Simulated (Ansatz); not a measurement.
# K on Rh(111): change of the work function, part 5 of 5

Wanted: Δφ(θ) for K/Rh(111), starting from the top site.

Ansatz 0.2.0; plane-wave DFT, RPBE, Ansatz PAW.

So far, work function, upper face (eV): step 2 (the clean slab) 5.02; step 4 (adsorbate added, k-mesh 7×7×1, coverage 0.25 ML) 1.78; step 6 (the slab at 0.25 ML, atoms frozen) 1.78; step 7 (the substrate of the 0.25 ML cell alone) 5.02; step 8 (the adsorbate layer of the 0.25 ML cell alone) 2.37.

### 11. A changed input

System of this step: Rh(111). The cell holds 4 atoms: 4 Rh. Its edges and angles: a = 2.687 Å, b = 2.687 Å, c = 24.582 Å, α = 90.0°, β = 90.0°, γ = 60.0°. Vacuum lies along c.

Another changed input: it repeats the earlier run at 0 ML with scf.occupations.method from fermi_dirac to methfessel_paxton, scf.occupations.width from 0.1 to 0.01, kpoints.mp_grid.shift to [0.5, 0.5, 0.0] and basis.xc_grid to 3.

Input file input.yaml:

```yaml
crystal:
  lattice:
    - [2.6870057685, 0.0, 0.0]
    - [1.3435028843, 2.3270152556, 0.0]
    - [0.0, 0.0, 24.5817930688]
  atoms:
    - { symbol: Rh, position: [0.0, 0.0, 0.3661246344] }
    - { symbol: Rh, position: [0.3333333333, 0.3333333333, 0.4553748781] }
    - { symbol: Rh, position: [0.6666666667, 0.6666666667, 0.5446251219] }
    - { symbol: Rh, position: [0.0, 0.0, 0.6338753656] }
kpoints:
  mp_grid: { grid: [13, 13, 1], shift: [0.5, 0.5, 0.0] }
hamiltonian:
  xc: rpbe
scf:
  occupations: { method: methfessel_paxton, width: 0.01 }
  convergence: { dr2_threshold: 1.0e-08 }
efield:
  axis: 3
  dipole_correction: true
  ramp_position: 0.97
  ramp_width: 0.06
relax:
  f_tol: 0.02
  max_steps: 60
  constraints: [{ sites: [0, 1] }]
output:
  write_potential: true
  write_density: true
  volumetric_format: npy
basis:
  xc_grid: 3
```

Command:

```console
> ansatz run input.yaml --threads 4 --pin off --max-ram 12288MiB --backend cpu --events-out ev --progress --plain --runs-dir out
```

Numbers of over 12 decimals in the logs are rounded to 6 here.

Log:

```text
Warning: crystal.symmetry: narrowed to the stabiliser of the k-point mesh — unitary ops 6 → 2; excluded 4 operations that carry a point of the 13×13×1 mesh (shift [0.5, 0.5, 0]) off the mesh (the run samples exactly the mesh kpoints.mp_grid names, as under crystal.symmetry.detect: false, and its converged state has the mesh's symmetry, not the crystal's; ε∞, the Born charges and the force constants of a linear response (`dielectric:` by the response, `phonons.method: dfpt`) are averaged over those of the crystal's operations that the state keeps within a tolerance, where `mesh_tensors`, `unaveraged_element` or `gamma_mean_max_change_ev_ang2` stands beside them; [rest of the remark cut]
[...]
Crystal: 4 atoms, lattice volume = 153.703 Å³
Basis set: ecut = 420 eV, 3065 PW (Γ), exchange–correlation on 54×54×540 points (27 copies of the dense FFT grid, shifted against one another)
Bands: 41, of which v1, the nominal top of the filled ones, is band 34 counted from 1 (33 counted from 0)
Symmetry: 2 space group operations
k-points: 49 of 169 (time reversal used)
[...]
SCF iter   1: F=—  HF=-25640.052220 eV  |F-HF|=—  |Δ(HF+E_count)|=         —  Δρ=6.70e-3  dr2=9.92e-2  ethr=1.77e-3  p=-0.000 e·Å  D=-1.92e-14 V/Å  ΔV_dip=0.00 eV  dr2_dipole=1.62e-6  V_vac-E_F(+/−)=4.93/4.93 eV  ⟨swp⟩=9.8  Hψ=10135  notcnv=0
[...]
SCF iter  11: F=-25640.045376 eV  HF=-25640.045376 eV  |F-HF|=1.89e-8  |Δ(HF+E_count)|=   5.41e-8  S|Δr|=    0.00e0  Δρ=1.41e-6  dr2=4.70e-9  ethr=1.47e-11  p=0.000 e·Å  D=2.75e-8 V/Å  ΔV_dip=-0.00 eV  dr2_dipole=8.67e-14  V_vac-E_F(+/−)=5.00/5.00 eV  ⟨swp⟩=10.2  Hψ=13986  notcnv=0
SCF 1 converged in 11 iterations: F = -25640.045376 eV  dr2 = 4.70e-9
[...]
relax step   1: F+E_penalty+E_count = -25640.04537646 eV  Δ(F+E_penalty+E_count) = +0.000e0 eV  max|allowed force component| = 1.198e-1 eV/Å  Δτ_max = 0.0000 Å  (11 SCF iters, accepted)
[...]
SCF iter  12: F=-25640.046094 eV  HF=-25640.046094 eV  |F-HF|=7.79e-9  |Δ(HF+E_count)|=   5.13e-9  S|Δr|=    0.00e0  Δρ=8.53e-7  dr2=6.13e-9  ethr=1.47e-11  p=-0.000 e·Å  D=-3.87e-4 V/Å  ΔV_dip=0.01 eV  dr2_dipole=3.44e-10  V_vac-E_F(+/−)=5.01/5.00 eV  ⟨swp⟩=9.4  Hψ=13292  notcnv=0
SCF 2 converged in 12 iterations: F = -25640.046094 eV  dr2 = 6.13e-9
relax step   2: F+E_penalty+E_count = -25640.04609436 eV  Δ(F+E_penalty+E_count) = -7.179e-4 eV  max|allowed force component| = 6.625e-2 eV/Å  Δτ_max = 0.0331 Å  (12 SCF iters, accepted)
SCF iter   1: F=—  HF=-25640.046692 eV  |F-HF|=—  |Δ(HF+E_count)|=         —  Δρ=1.48e-3  dr2=1.66e-2  ethr=2.46e-4  p=-0.000 e·Å  D=-3.87e-4 V/Å  ΔV_dip=0.01 eV  dr2_dipole=5.91e-3  V_vac-E_F(+/−)=5.01/5.00 eV  ⟨swp⟩=3.0  Hψ=3248  notcnv=0  defer=62
[...]
SCF iter  11: F=-25640.046456 eV  HF=-25640.046456 eV  |F-HF|=6.89e-9  |Δ(HF+E_count)|=   1.03e-8  S|Δr|=    0.00e0  Δρ=7.88e-7  dr2=3.46e-9  ethr=1.47e-11  p=-0.000 e·Å  D=-2.46e-4 V/Å  ΔV_dip=0.01 eV  dr2_dipole=1.20e-10  V_vac-E_F(+/−)=5.01/5.00 eV  ⟨swp⟩=8.2  Hψ=11729  notcnv=0
SCF 3 converged in 11 iterations: F = -25640.046456 eV  dr2 = 3.46e-9
relax step   3: F+E_penalty+E_count = -25640.04645633 eV  Δ(F+E_penalty+E_count) = -3.620e-4 eV  max|allowed force component| = 1.796e-3 eV/Å  Δτ_max = 0.0128 Å  (11 SCF iters, accepted)
[...]
SCF converged after 11 iterations
Stability not checked: this state was not tested for a lower state beside it, because cold or Methfessel-Paxton smearing, or corrected tetrahedra, fill the levels in a way that the test cannot read (fill_not_monotonic; see scf.lower_state_search)
Free energy (F): -25640.046456 eV
[...]
Internal energy: -25640.046321 eV  (E = F + TS)
E sigma→0 (E₀):  -25640.046423 eV
Entropy (-TS):   -0.000135 eV (-0.034 meV/atom)
Fermi energy:    4.840874 eV
Dipole field:    D = -0.000229 V/Å  (p = -0.000195 e·Å, saw-weighted, corrected)
Work function:   Φ+ = 5.0054 eV   Φ− = 4.9998 eV
[...]
--- Forces (eV/Å), atoms counted from 1 ---
  atom   1  Rh     0.00565557     0.00326525    -0.11501673
  atom   2  Rh    -0.00563297    -0.00325220     0.11462118
  atom   3  Rh     0.00048499     0.00028001    -0.00140679
  atom   4  Rh    -0.00050748    -0.00029300     0.00179615
  max |Σ_I F_I| component: 6.20e-6 eV/Å
--- Band table (eV; the first three rows and the last of 49) ---
  k-point 0: bands = [... 30 lower, 2.8535, 3.7987, 3.8012, 4.1589, 4.2046, 4.5056, 4.8525, 4.9603, ... 3 higher]
  k-point 1: bands = [... 30 lower, 2.7570, 3.6363, 3.7131, 3.8218, 4.1452, 4.2703, 4.5830, 4.9845, ... 3 higher]
  k-point 2: bands = [... 30 lower, 3.1757, 3.2305, 3.4331, 3.6612, 3.9836, 4.2228, 4.7816, 5.2249, ... 3 higher]
  k-point 48: bands = [... 30 lower, 5.1572, 5.1807, 5.4295, 5.5906, 5.9426, 5.9674, 6.7232, 8.2950, ... 3 higher]
--- Relaxed structure (3 steps of the walk, 3 accepted, 0 SCFs on fresh bases) ---
  F+E_penalty+E_count = -25640.04645633 eV   max|allowed force component| = 1.796e-3 eV/Å
  atoms:
    - { symbol: Rh, position: [0.0, 0.0, 0.3661246344] }
    - { symbol: Rh, position: [0.333333, 0.333333, 0.455375] }
    - { symbol: Rh, position: [0.667610, 0.667610, 0.544846] }
    - { symbol: Rh, position: [0.000101286, 0.000101286, 0.634701] }
```

Elapsed: 26 s, on 4 threads of Arm Neoverse V1, shared host; peak memory 0.6 GiB; 1.7 min of CPU time.

Relaxation path:

| step | energy less that of the first step (eV) | largest force component (eV/Å) |
| --- | --- | --- |
| 1 | 0.0000 | 0.1198 |
| 2 | -0.0007 | 0.0662 |
| 3 | -0.0011 | 0.0018 |

The atoms that moved most (Å):

| atom | dx | dy | dz | length |
| --- | --- | --- | --- | --- |
| Rh4 | 0.000 | 0.000 | 0.020 | 0.020 |
| Rh3 | 0.004 | 0.002 | 0.005 | 0.007 |

The relaxed structure:

```xyz
4
Lattice="2.6870 0.0000 0.0000 1.3435 2.3270 0.0000 0.0000 0.0000 24.5818" Properties=species:S:1:pos:R:3
Rh    0.0000    0.0000    9.0000
Rh    1.3435    0.7757   11.1939
Rh    2.6908    1.5535   13.3933
Rh    0.0004    0.0002   15.6021
```

This step gave:

```yaml
work_function_upper_face: 5.005 eV
dipole_along_the_normal: -1.95e-4 e·Å
```

| quantity | this run | earlier run | difference |
| --- | --- | --- | --- |
| work function, upper face (eV) | 5.005 | 5.021 | -0.016 |
| dipole along the normal (e·Å) | -1.95e-4 | -2.80e-4 | 8.5e-5 |

What moves beyond 0.01 in its unit (for the dipole 0.5 % and 5e-5 e·Å): dipole along the normal (+8.47e-05 e·Å) and work function, upper face (-0.0156 eV).

### 12. What came out

```
work function of the clean face                                                           : 5.02 eV
work function at 0.11 ML                                                                  : 1.91 eV
work function at 0.25 ML                                                                  : 1.78 eV
dipole per adsorbate at 0.11 ML, positive end outwards                                    : 4.64 D
step of the potential from the moved charge at 0.25 ML, upper less lower side, atoms held : -3.24 eV
```

**Reading.** K lowers the work function of Rh(111) at the lowest coverage, by 3.11 eV: the adsorbate layer has its positive end outwards. The slab has 4 layers, at the tabulated experimental lattice constant, one starting site was run, and quantum-size effects of a slab this thin can reach one or two tenths of an eV.

[Logs are printed without paths, hosts, clocks, repeated set-up lines and the standing remarks that a program may print on its own settings, such as how far it seeks lower states.]

[Hosts, paths, dates, database ids (printed as entryN), source tags and the programs' standing remarks are cut or masked in the printed files.]

[Maps of the electrostatic potential energy from Ansatz leave out the sawtooth potential of an applied field or a dipole correction, so their vacuum need not be flat; planar profiles and work functions include it.]
